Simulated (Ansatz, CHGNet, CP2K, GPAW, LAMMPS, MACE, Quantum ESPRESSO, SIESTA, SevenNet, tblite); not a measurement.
# GPAW on glassy Na2Si4O9 (90 atoms): settings against a plane-wave reference

How do the settings of GPAW change the result for glassy Na2Si4O9 (90 atoms)? A plane-wave run serves as the yardstick.

Calculated with GPAW 26.7.0; the method is named at each step.

## 1. The starting structure

The cell holds 90 atoms: 12 Na, 54 O and 24 Si. Its edges and angles: a = 10.817 Å, b = 10.817 Å, c = 10.817 Å, α = 90.0°, β = 90.0°, γ = 90.0°. 90 atoms (12 Na, 54 O, 24 Si) placed at random at 2.38 g/cm³, melted at 4500 K for 20 ps at fixed volume with the Morse and Coulomb pair potential with partial charges (Pedone, Malavasi, Menziani, Cormack and Segre, J. Phys. Chem. B 110, 11780 (2006)). Quenched from 4500 K to 300 K at 10 K/ps and fixed volume, held 5 ps.

The yardstick, on the same geometry:

| Quantity | Value |
| --- | --- |
| method | Kohn-Sham DFT, PBE, SSSP efficiency 1.3.0 pseudopotentials, plane waves (Quantum ESPRESSO 7.5); sssp-pbe-1.3.0-efficiency, cutoffs 60/480 Ry, Γ point |
| r.m.s. force component | 1.318 eV/Å |
| longest force | 5.296 eV/Å |
| pressure | 5.227 GPa |
| gap (highest filled to lowest empty level) | 2.733 eV |
| time | 2.7 min on 4 MPI ranks of Arm Neoverse V2, shared host |
| CPU time | 11 min |

## 2. PBE, LCAO dzp, h 0.18 Å

Method: Kohn-Sham DFT, PBE, PAW, atomic orbitals (dzp).

Input file run.py:

```python
import numpy as np
from ase.io import read
from gpaw import GPAW, FermiDirac

atoms = read("structure.xyz")
atoms.calc = GPAW(
    mode="lcao",
    basis="dzp",
    h=0.18,
    xc="PBE",
    kpts={"size": (1, 1, 1), "gamma": True},
    occupations=FermiDirac(0.05),
    maxiter=200,
    symmetry={"point_group": False},
    txt="gpaw.txt",
)
energy = atoms.get_potential_energy(force_consistent=True)
forces = atoms.get_forces()
print(f"energy {energy:.6f} eV")
print("forces (eV/A)")
for i, (a, f) in enumerate(zip(atoms, forces)):
    print(f"{i:4d} {a.symbol:2s} {f[0]:10.5f} {f[1]:10.5f} {f[2]:10.5f}")
print(f"Fermi level {atoms.calc.get_fermi_level():.4f} eV")
for k in range(len(atoms.calc.get_ibz_k_points())):
    for s in range(atoms.calc.get_number_of_spins()):
        e = atoms.calc.get_eigenvalues(kpt=k, spin=s)
        n = np.searchsorted(e, atoms.calc.get_fermi_level())
        print(f"k {k} spin {s} levels about the Fermi level:", np.round(e[max(n - 6, 0):n], 4).tolist(), "|", np.round(e[n:n + 6], 4).tolist())
```

Input file structure.xyz:

```xyz
90
Lattice="10.81660 0.00000 0.00000 0.00000 10.81660 0.00000 0.00000 0.00000 10.81660" Properties=species:S:1:pos:R:3 pbc="T T T"
Na 4.42723 9.63110 1.74753
Na 5.85578 8.42862 10.44646
Na 4.99619 3.34774 7.56773
Na 5.75670 1.24239 4.85568
Na 6.00181 6.49537 4.65071
Na 6.06530 3.35196 0.08188
Na 9.41931 1.44229 2.45991
Na 6.86584 9.10422 4.15595
Na 7.05783 1.29583 2.48090
Na 8.97994 6.69407 6.12544
Na 10.37042 3.46174 5.87742
Na 7.37930 3.21642 7.54177
O 6.09321 1.33401 7.39888
O 4.65763 4.77272 2.33671
O 1.53736 7.39033 10.60503
O 2.97381 1.76970 7.90823
O 4.91203 0.88610 9.49319
O 10.55960 5.52555 10.09632
O 3.52589 4.73789 6.13280
O 10.13018 4.78105 3.81177
O 2.33963 1.62541 10.55116
O 1.93855 9.68443 0.76744
O 2.63373 8.57248 4.97964
O 2.23352 4.95519 10.59951
O 9.76220 9.81174 8.43565
O 8.46118 5.87255 8.47329
O 4.60052 7.23328 6.82668
O 0.71411 6.98493 4.27267
O 3.60561 5.64032 8.50931
O 7.80807 5.09354 5.04746
O 7.50780 5.96957 10.79064
O 3.81826 8.75993 9.98794
O 7.34544 10.60676 9.27880
O 10.66895 9.50931 2.24563
O 9.66225 0.95543 9.99432
O 0.95781 0.48015 7.22527
O 2.29463 10.26831 3.23514
O 6.93593 8.11634 6.04021
O 3.87407 2.99652 4.04314
O 4.54362 5.82744 0.02856
O 8.32510 2.45288 0.72471
O 3.99284 3.32686 9.76285
O 1.94061 2.60788 5.70835
O 1.89377 4.67753 4.11756
O 2.07592 6.64301 6.47179
O 8.31797 2.80712 3.92383
O 6.20429 6.90564 1.81762
O 4.74016 9.94835 3.95942
O 8.71904 7.53149 1.87008
O 1.54104 9.35820 8.86723
O 9.24257 3.48338 9.26723
O 10.66117 4.75887 7.55529
O 0.88858 1.02152 1.79880
O 5.00008 2.17976 1.81005
O 9.06442 9.38870 0.17177
O 0.78604 5.79164 1.81394
[... 30 atom lines left out ...]
Si 5.90759 0.16939 8.43176
Si 2.22303 1.25494 6.58580
Si 7.76015 6.35335 1.54212
Si 4.66542 6.21349 1.64932
```

On the command line:

```
OMP_NUM_THREADS=1 python run.py > output.txt
```

What it wrote:

```text
energy -590.368666 eV
forces (eV/A)
   0 Na   -0.89378   -0.48360   -0.23648
   1 Na    0.24101   -0.22202    0.06730
   2 Na   -0.98002    0.11198   -0.10947
   3 Na   -0.62308   -0.03538    0.80404
   4 Na   -0.10904   -0.65332   -0.10533
   5 Na    0.91938    0.14714    0.25410
   6 Na    0.87524   -0.00764    0.14653
   7 Na    0.03794    0.37360   -0.42435
   8 Na   -0.37786    0.62994   -0.99452
   9 Na   -0.15928   -0.01823    0.58048
  10 Na    0.20467   -0.16231   -0.17219
  11 Na    1.38269    0.01905   -0.02533
  12 O     0.99826    2.55523   -2.71833
  13 O    -0.20536   -3.91713    1.48768
  14 O    -1.25192   -0.65553    0.17599
  15 O     2.29586    1.05189    2.75359
  16 O     0.56656   -1.41329    2.84745
  17 O    -0.91701    0.63890    1.05173
  18 O     2.39044   -1.52832   -0.20679
  19 O     0.89025   -0.51737    0.50146
  20 O     0.72676   -1.73970   -1.56626
  21 O     0.86552    0.64524   -0.65265
  22 O     1.39057   -0.19163    0.04319
  23 O    -0.81018   -1.71083    0.28858
[...]
82 Si   -3.11803    0.45369    3.49013
  83 Si    1.91654    0.62724   -2.87618
  84 Si    0.22657    0.08702    0.22576
  85 Si   -4.95419    0.90777   -2.10578
  86 Si    2.72654   -0.43811   -0.51682
  87 Si    0.67384   -1.50245    0.38555
  88 Si   -3.18962   -2.81401   -0.95954
  89 Si    0.90118   -0.61864   -1.55861
Fermi level 3.7196 eV
k 0 spin 0 levels about the Fermi level: [1.7825, 1.86, 1.943, 2.1335, 2.1889, 2.3915] | [4.9892, 6.2668, 6.4057, 6.6108, 6.8472, 7.0427]
```

gpaw.txt:

```text
Input parameters:
  mode=LCAO(),
  basis={'default': 'dzp'},
  h=0.18,
  kpts=MonkhorstPack(size=(1, 1, 1), gamma=True),
  maxiter=200,
  occupations=Occupations(name='fermi-dirac', width=0.05, fixmagmom=False),
  symmetry=Symmetry(point_group=False),
  xc=XC(name='PBE')
Unit cell  # Å
| periodic |         x |         y |         z |   lengths |    angles |
|----------|-----------|-----------|-----------|-----------|-----------|
|      yes | 10.816600 |  0.000000 |  0.000000 | 10.816600 | 90.000000 |
|      yes |  0.000000 | 10.816600 |  0.000000 | 10.816600 | 90.000000 |
|      yes |  0.000000 |  0.000000 | 10.816600 | 10.816600 | 90.000000 |
Number of symmetries: 1
Symmetry operations  # r_c * U_cc + t_c -> r_c
|   | kind |            matrix            |
|---|------|------------------------------|
| 0 |  E   |  1, 0, 0,  0, 1, 0,  0, 0, 1 |
BZ-sampling:
  Number of BZ points: 1
  Number of IBZ points: 1
  Monkhorst-Pack size: [1, 1, 1]
  Monkhorst-Pack shift: [0, 0, 0]
[... lines left out ...]
Reference energy: -352501.612239  # eV
eigensolver:
density mixing:
  MSR1-Mixer
occupation numbers:
  Fermi-Dirac:
    width: 0.0500  # eV
FastPoissonSolver using
    Stencil: 6*3+1=19 point O(h^6) finite-difference Laplacian
xc functional:
  name: PBE with 2 nearest neighbor stencil
interpolation: tri-quintic # 5. degree polynomial
Initialization done in: 9.994 s
convergence criteria:
- Maximum [total energy] change in last 3 cyles: 0.0005 eV / valence electron
- Maximum integral of absolute [dens]ity change: 0.0001 electrons / valence electron
- Maximum integral of absolute [eigenst]ate change: 4e-08 eV^2 / valence electron
maximum number of iterations: 200
SCF iterations
|iter     |      energy | eigst |  dens |
|---------|-------------|-------|-------|
|iter:   1| -646.150158 |      c|       |
|iter:   2| -631.788821 |      c| -0.82 |
|iter:   3| -589.774406 |      c| -0.87 |
|iter:   4| -590.195454 |      c| -1.47 |
|iter:   5| -590.419213 |      c| -1.77 |
|iter:   6| -590.369617c|      c| -2.25 |
|iter:   7| -590.368909c|      c| -3.13 |
|iter:   8| -590.368681c|      c| -3.51 |
|iter:   9| -590.368666c|      c| -4.02c|
Converged in 9 steps
SCF loop duration: 182.014 s (20.224 s/step)
Energy contributions relative to reference atoms: (reference = -352501.612239)
Energy contributions:
  Kinetic:         757.142588
  Coulomb:        -644.627015
  Zero:              7.730623
  External:          0.000000
  Xc:             -710.614861
  Entropy:          -0.000000
  Spinorbit:         0.000000
  ----------------------------
  Free energy:    -590.368666
  Extrapolated:   -590.368666
dipole moment: (8.259087, 12.843157, 28.797373)  # |e|*Ang
Fermi level: 3.720
Eigenvalues  # (at kpt = [0.000, 0.000, 0.000])
| band index |      eig [eV] | occ [0-2] |
|------------|---------------|-----------|
|          0 |       -21.907 |     2.000 |
|        ... |               |           |
|        244 |         1.572 |     2.000 |
|        245 |         1.686 |     2.000 |
[...]
|        259 |         7.447 |     0.000 |
|        ... |               |           |
|        306 |        10.848 |     0.000 |
Gap: 2.598 eV
Transition (v -> c):
  (s=0, k=0, n=251, [0.00, 0.00, 0.00]) -> (s=0, k=0, n=252, [0.00, 0.00, 0.00])
No difference between direct/indirect transitions
Force computation time: 50.854  # s
timing:  # [seconds]
  Total:  242.893  # ━━━━━━━━━━━━━━━━━━━━━━━━━━━━━━━━━━━━━━━━━━━━━━━━━━━━━━━━
  Init:     9.993  # ━━╸
  SCF:    182.014  # ━━━━━━━━━━━━━━━━━━━━━━━━━━━━━━━━━━━━━━━━━━
  Forces:  50.854  # ━━━━━━━━━━━╸
```

Elapsed: 4.1 min, on 1 thread of Arm Neoverse V2, shared host; peak memory 1.9 GiB.

Banners, paths, timers and routine set-up lines are dropped from the logs unmarked, and long logs keep their key lines alone; longer cuts are marked.

Against the reference:

```
r.m.s. force component                           : 1.55 eV/Å
r.m.s. difference of force components            : 326.1 meV/Å
longest difference of force vectors              : 1266 meV/Å
force difference over r.m.s. force               : 24.74 %
slope of forces against the reference's          : 1.161
correlation of force components                  : 0.9872
gap (highest filled to lowest empty level) : 2.598 eV
gap difference                                   : -0.1357 eV
```

Length of the force difference by element (eV/Å):

| element | atoms | mean | most |
| --- | --- | --- | --- |
| Na | 12 | 0.075 | 0.13 |
| O | 54 | 0.65 | 1.3 |
| Si | 24 | 0.23 | 0.58 |

Levels nearest the highest filled one (eV from it): -0.61, -0.53, -0.45, -0.26, -0.20, 0.00, 2.60, 3.88, 4.01, 4.22, 4.46, 4.65.

Local excerpt of 9 atoms (numbers count through the whole input) about O31, picked at random; x, y, z are measured from there.

| atom | x | y | z | distance (Å) | bonds | Fx | Fy | Fz (eV/Å) |
| --- | --- | --- | --- | --- | --- | --- | --- | --- |
| O31 | 0.00 | 0.00 | 0.00 | 0.00 | 2 | 0.31 | 0.02 | -0.35 |
| Si89 | 0.25 | 0.38 | 1.57 | 1.63 | 4 | -3.19 | -2.81 | -0.96 |
| Si80 | -0.46 | 0.03 | -1.61 | 1.68 | 4 | 0.51 | -0.52 | 1.23 |
| O47 | -1.30 | 0.94 | 1.84 | 2.44 | 3 | 0.33 | 1.06 | 1.16 |
| O26 | 0.95 | -0.10 | -2.32 | 2.51 | 3 | 3.46 | 0.16 | -1.96 |
| O63 | -1.21 | -1.28 | -2.01 | 2.67 | 4 | -2.29 | -2.47 | -0.27 |
| O60 | 0.47 | -0.93 | 2.51 | 2.72 | 2 | -1.03 | 1.40 | -3.68 |
| O49 | 1.21 | 1.56 | 1.90 | 2.74 | 2 | 2.49 | 1.15 | 1.52 |
| O58 | -1.01 | 1.43 | -2.19 | 2.81 | 3 | -0.92 | 1.90 | 0.10 |

Atoms are counted from 1 here, from 0 in the log.

Forces lie 25 % from the reference's, at 0.37 times its CPU time (on 1 against 4 cores).

The difference per atom is largest on O (0.65 eV/Å on average, against 0.23 on Si).

## 3. RPBE, LCAO dzp, h 0.18 Å

Method: Kohn-Sham DFT, RPBE, PAW, atomic orbitals (dzp).

run.py: that of step 2 with these lines changed.

```diff
@@ -9,3 +9,3 @@
     h=0.18,
-    xc="PBE",
+    xc="RPBE",
     kpts={"size": (1, 1, 1), "gamma": True},
```

structure.xyz is that of step 2.

What it wrote:

```text
energy -561.284961 eV
forces (eV/A)
   0 Na   -0.85892   -0.46031   -0.30484
   1 Na    0.31331   -0.18420    0.14427
   2 Na   -1.00495    0.11803   -0.17725
   3 Na   -0.58583   -0.02114    0.80411
   4 Na   -0.17570   -0.67734   -0.15279
   5 Na    0.96775    0.15793    0.25933
[...]
87 Si    0.66189   -1.51982    0.35694
  88 Si   -3.20441   -2.84831   -0.97603
  89 Si    0.89950   -0.61747   -1.56051
Fermi level 3.9382 eV
k 0 spin 0 levels about the Fermi level: [1.9607, 2.0354, 2.1304, 2.3206, 2.3745, 2.5772] | [5.2802, 6.5667, 6.6942, 6.8649, 7.1362, 7.33]
```

gpaw.txt:

```text
Input parameters:
  mode=LCAO(),
  basis={'default': 'dzp'},
  h=0.18,
  kpts=MonkhorstPack(size=(1, 1, 1), gamma=True),
  maxiter=200,
  occupations=Occupations(name='fermi-dirac', width=0.05, fixmagmom=False),
[... lines left out ...]
  Fermi-Dirac:
[... lines left out ...]
convergence criteria:
- Maximum [total energy] change in last 3 cyles: 0.0005 eV / valence electron
[... lines left out ...]
Converged in 10 steps
[... lines left out ...]
  Free energy:    -561.284961
[... lines left out ...]
Fermi level: 3.938
[... lines left out ...]
|        ... |               |           |
|        306 |        11.166 |     0.000 |
Gap: 2.703 eV
Transition (v -> c):
  (s=0, k=0, n=251, [0.00, 0.00, 0.00]) -> (s=0, k=0, n=252, [0.00, 0.00, 0.00])
No difference between direct/indirect transitions
Force computation time: 51.287  # s
timing:  # [seconds]
  Total:  267.535  # ━━━━━━━━━━━━━━━━━━━━━━━━━━━━━━━━━━━━━━━━━━━━━━━━━━━━━━━━
  Init:     9.999  # ━━
  SCF:    206.219  # ━━━━━━━━━━━━━━━━━━━━━━━━━━━━━━━━━━━━━━━━━━━
  Forces:  51.287  # ━━━━━━━━━━╸
```

It took 4.5 min on 1 thread; peak memory 1.9 GiB.

Against the reference:

| Property | Result |
| --- | --- |
| r.m.s. force component | 1.598 eV/Å |
| r.m.s. difference of force components | 385.7 meV/Å |
| longest difference of force vectors | 1504 meV/Å |
| force difference over r.m.s. force | 29.26 % |
| slope of forces against the reference's | 1.192 |
| correlation of force components | 0.9833 |
| gap (highest filled to lowest empty level) | 2.703 eV |
| gap difference | -0.0304 eV |

Against the first run (25 %), the force difference from the reference is 29 %, at 1.1 times the CPU time; the model has changed, so this is no error of the program alone.

The difference per atom is largest on O (0.77 eV/Å on average, against 0.26 on Si).

## 4. PBE, LCAO szp(dzp), h 0.18 Å

Method: Kohn-Sham DFT, PBE, PAW, atomic orbitals (szp(dzp)).

run.py: that of step 3 with these lines changed.

```diff
@@ -7,5 +7,5 @@
     mode="lcao",
-    basis="dzp",
+    basis="szp(dzp)",
     h=0.18,
-    xc="RPBE",
+    xc="PBE",
     kpts={"size": (1, 1, 1), "gamma": True},
```

structure.xyz is that of step 3.

What it wrote:

```text
energy -565.430733 eV
forces (eV/A)
   0 Na   -1.07420   -0.54938   -0.18019
   1 Na    0.34837   -0.32391   -0.01284
   2 Na   -1.17549    0.11236   -0.14617
   3 Na   -0.77566   -0.07467    0.84958
   4 Na   -0.19370   -0.73785   -0.15968
   5 Na    0.90234    0.21022    0.29571
   6 Na    1.03956    0.01081    0.04154
   7 Na    0.12581    0.43189   -0.43456
   8 Na   -0.45225    0.67616   -1.09647
   9 Na   -0.06182   -0.07684    0.59229
  10 Na    0.25605   -0.13869   -0.15799
  11 Na    1.47657    0.10187    0.06022
  12 O     0.97881    2.40300   -2.66298
  13 O    -0.11814   -3.90899    1.50081
  14 O    -1.30632   -0.71992    0.25356
  15 O     2.32797    1.10160    2.58115
  16 O     0.41439   -1.36581    3.06056
  17 O    -0.81162    0.61430    1.18250
  18 O     2.52551   -1.61841   -0.16201
  19 O     1.18028   -0.45179    0.48570
  20 O     0.79479   -1.84176   -1.59781
  21 O     0.76654    0.81064   -0.48318
  22 O     1.34133   -0.34511    0.10752
  23 O    -0.79296   -1.75275    0.27538
[...]
82 Si   -2.62373    0.54766    3.15361
  83 Si    1.58952    1.13415   -2.68840
  84 Si    0.30904    0.17000    0.23098
  85 Si   -5.00312    0.94628   -2.03470
  86 Si    3.05913   -0.13044   -0.76733
  87 Si    0.78384   -1.61376    0.52744
  88 Si   -3.30522   -2.74058   -1.18648
  89 Si    0.46304   -0.24214   -1.08253
Fermi level 3.9409 eV
k 0 spin 0 levels about the Fermi level: [2.0403, 2.1239, 2.258, 2.4743, 2.503, 2.7248] | [5.0989, 6.3794, 6.5491, 6.7356, 6.9979, 7.2042]
```

gpaw.txt:

```text
Input parameters:
  mode=LCAO(),
  basis={'default': 'szp(dzp)'},
  h=0.18,
  kpts=MonkhorstPack(size=(1, 1, 1), gamma=True),
  maxiter=200,
  occupations=Occupations(name='fermi-dirac', width=0.05, fixmagmom=False),
  symmetry=Symmetry(point_group=False),
  xc=XC(name='PBE')
Unit cell  # Å
| periodic |         x |         y |         z |   lengths |    angles |
[... lines left out ...]
  Fermi-Dirac:
[... lines left out ...]
convergence criteria:
- Maximum [total energy] change in last 3 cyles: 0.0005 eV / valence electron
[... lines left out ...]
Converged in 9 steps
[... lines left out ...]
  Free energy:    -565.430733
  Extrapolated:   -565.430733
dipole moment: (7.996279, 13.167654, 29.103152)  # |e|*Ang
Fermi level: 3.941
Eigenvalues  # (at kpt = [0.000, 0.000, 0.000])
| band index |      eig [eV] | occ [0-2] |
|------------|---------------|-----------|
|          0 |       -22.316 |     2.000 |
|        ... |               |           |
|        244 |         1.816 |     2.000 |
|        245 |         1.949 |     2.000 |
[...]
|        259 |         7.647 |     0.000 |
|        ... |               |           |
|        306 |        11.221 |     0.000 |
Gap: 2.374 eV
Transition (v -> c):
  (s=0, k=0, n=251, [0.00, 0.00, 0.00]) -> (s=0, k=0, n=252, [0.00, 0.00, 0.00])
No difference between direct/indirect transitions
Force computation time: 33.609  # s
timing:  # [seconds]
  Total:  172.213  # ━━━━━━━━━━━━━━━━━━━━━━━━━━━━━━━━━━━━━━━━━━━━━━━━━━━━━━━━
  Init:     8.583  # ━━━
  SCF:    129.991  # ━━━━━━━━━━━━━━━━━━━━━━━━━━━━━━━━━━━━━━━━━━╸
  Forces:  33.609  # ━━━━━━━━━━━
```

Elapsed: 2.9 min, on 1 thread; peak memory 1.8 GiB.

Numbers from this run, and their distance from the reference:

```
r.m.s. force component                           : 1.54 eV/Å
r.m.s. difference of force components            : 345.5 meV/Å
longest difference of force vectors              : 1134 meV/Å
force difference over r.m.s. force               : 26.21 %
slope of forces against the reference's          : 1.148
correlation of force components                  : 0.9827
gap (highest filled to lowest empty level) : 2.374 eV
gap difference                                   : -0.3593 eV
```

This is a coarse setting, run to see what it loses.

Against the first run (25 %), the force difference from the reference is 26 %, at 0.71 times the CPU time, with 822 basis functions against 1218.

## 5. Side by side

Differences are against the plane-wave reference, forces as r.m.s. over components; share is that over the reference's r.m.s. force, slope the least-squares factor from reference forces to these. Total energies of different programs have different zeros and aren't compared.

| run | Δ force, r.m.s. (meV/Å) | share (%) | slope | Δ gap (eV) | cores | CPU time | memory (GiB) |
| --- | --- | --- | --- | --- | --- | --- | --- |
| reference | - | - | - | - | 4 | 11 min | 4.1 |
| GPAW PBE, LCAO dzp, h 0.18 Å | 326 | 24.7 | 1.161 | -0.136 | 1 | 4.1 min | 1.9 |
| GPAW RPBE, LCAO dzp, h 0.18 Å | 386 | 29.3 | 1.192 | -0.0304 | 1 | 4.5 min | 1.9 |
| GPAW PBE, LCAO szp(dzp), h 0.18 Å (coarse) | 345 | 26.2 | 1.148 | -0.359 | 1 | 2.9 min | 1.8 |

Rows marked coarse were listed beforehand as settings not expected to be converged; some can still land near the reference.

CPU time is summed over cores on a shared host, where runs went side by side, so it is rough. Symmetry, cutoffs, thresholds, outputs and thread counts weren't matched or tuned between programs; memory under MPI is the largest rank's times the ranks.

## 6. Outcome

| Property | Result |
| --- | --- |
| nearest in forces | GPAW PBE, LCAO dzp, h 0.18 Å, 25 % |
| its CPU time | 4.1 min |

**Reading.** The PBE run in local orbitals, coarse settings apart, differs by 25 % (GPAW PBE, LCAO dzp, h 0.18 Å); basis, grid and potentials can all enter. Rows with another functional or a dispersion term differ by 29 % (GPAW RPBE, LCAO dzp, h 0.18 Å), which mixes the change of model with differences of basis and potentials. Runs with settings chosen to be coarse differ by 26 % (GPAW PBE, LCAO szp(dzp), h 0.18 Å), their programs' other errors included. Of the electronic-structure runs that take under half the reference's CPU time, GPAW PBE, LCAO dzp, h 0.18 Å comes nearest, at 25 % in 4.1 min against 11 min. GPAW PBE, LCAO dzp, h 0.18 Å stiffens the forces by a factor of 1.16 while following their directions (correlation 0.987); the slopes of the 3 GPAW runs lie between 1.15 and 1.19; the difference isn't even, but is largest on one element. At the same functional, gaps differ from the reference's 2.73 eV by between -0.36 and -0.14 eV. The potentials hold different valence shells: 528 electrons in the reference, 504 in GPAW; this bears on time and differences. The quench rate of 10 K/ps is many orders above laboratory rates, so the cell is likely richer in defects and strain than a real sample. The network of bonds at the start is that of the classical potential that made the cell, and needn't be the one that DFT or experiment would give. The electronic-structure runs sample only Γ, in a cell whose shortest periodic width is 11 Å.

[Also dropped from logs without a mark: logging warnings of Python, and SIESTA's first energy breakdown and zero terms.]

[Logs are printed without paths, hosts, clocks, repeated set-up lines and the standing remarks that a program may print on its own settings, such as how far it seeks lower states.]

[Hosts, paths, dates, database ids (printed as entryN), source tags and the programs' standing remarks are cut or masked in the printed files.]
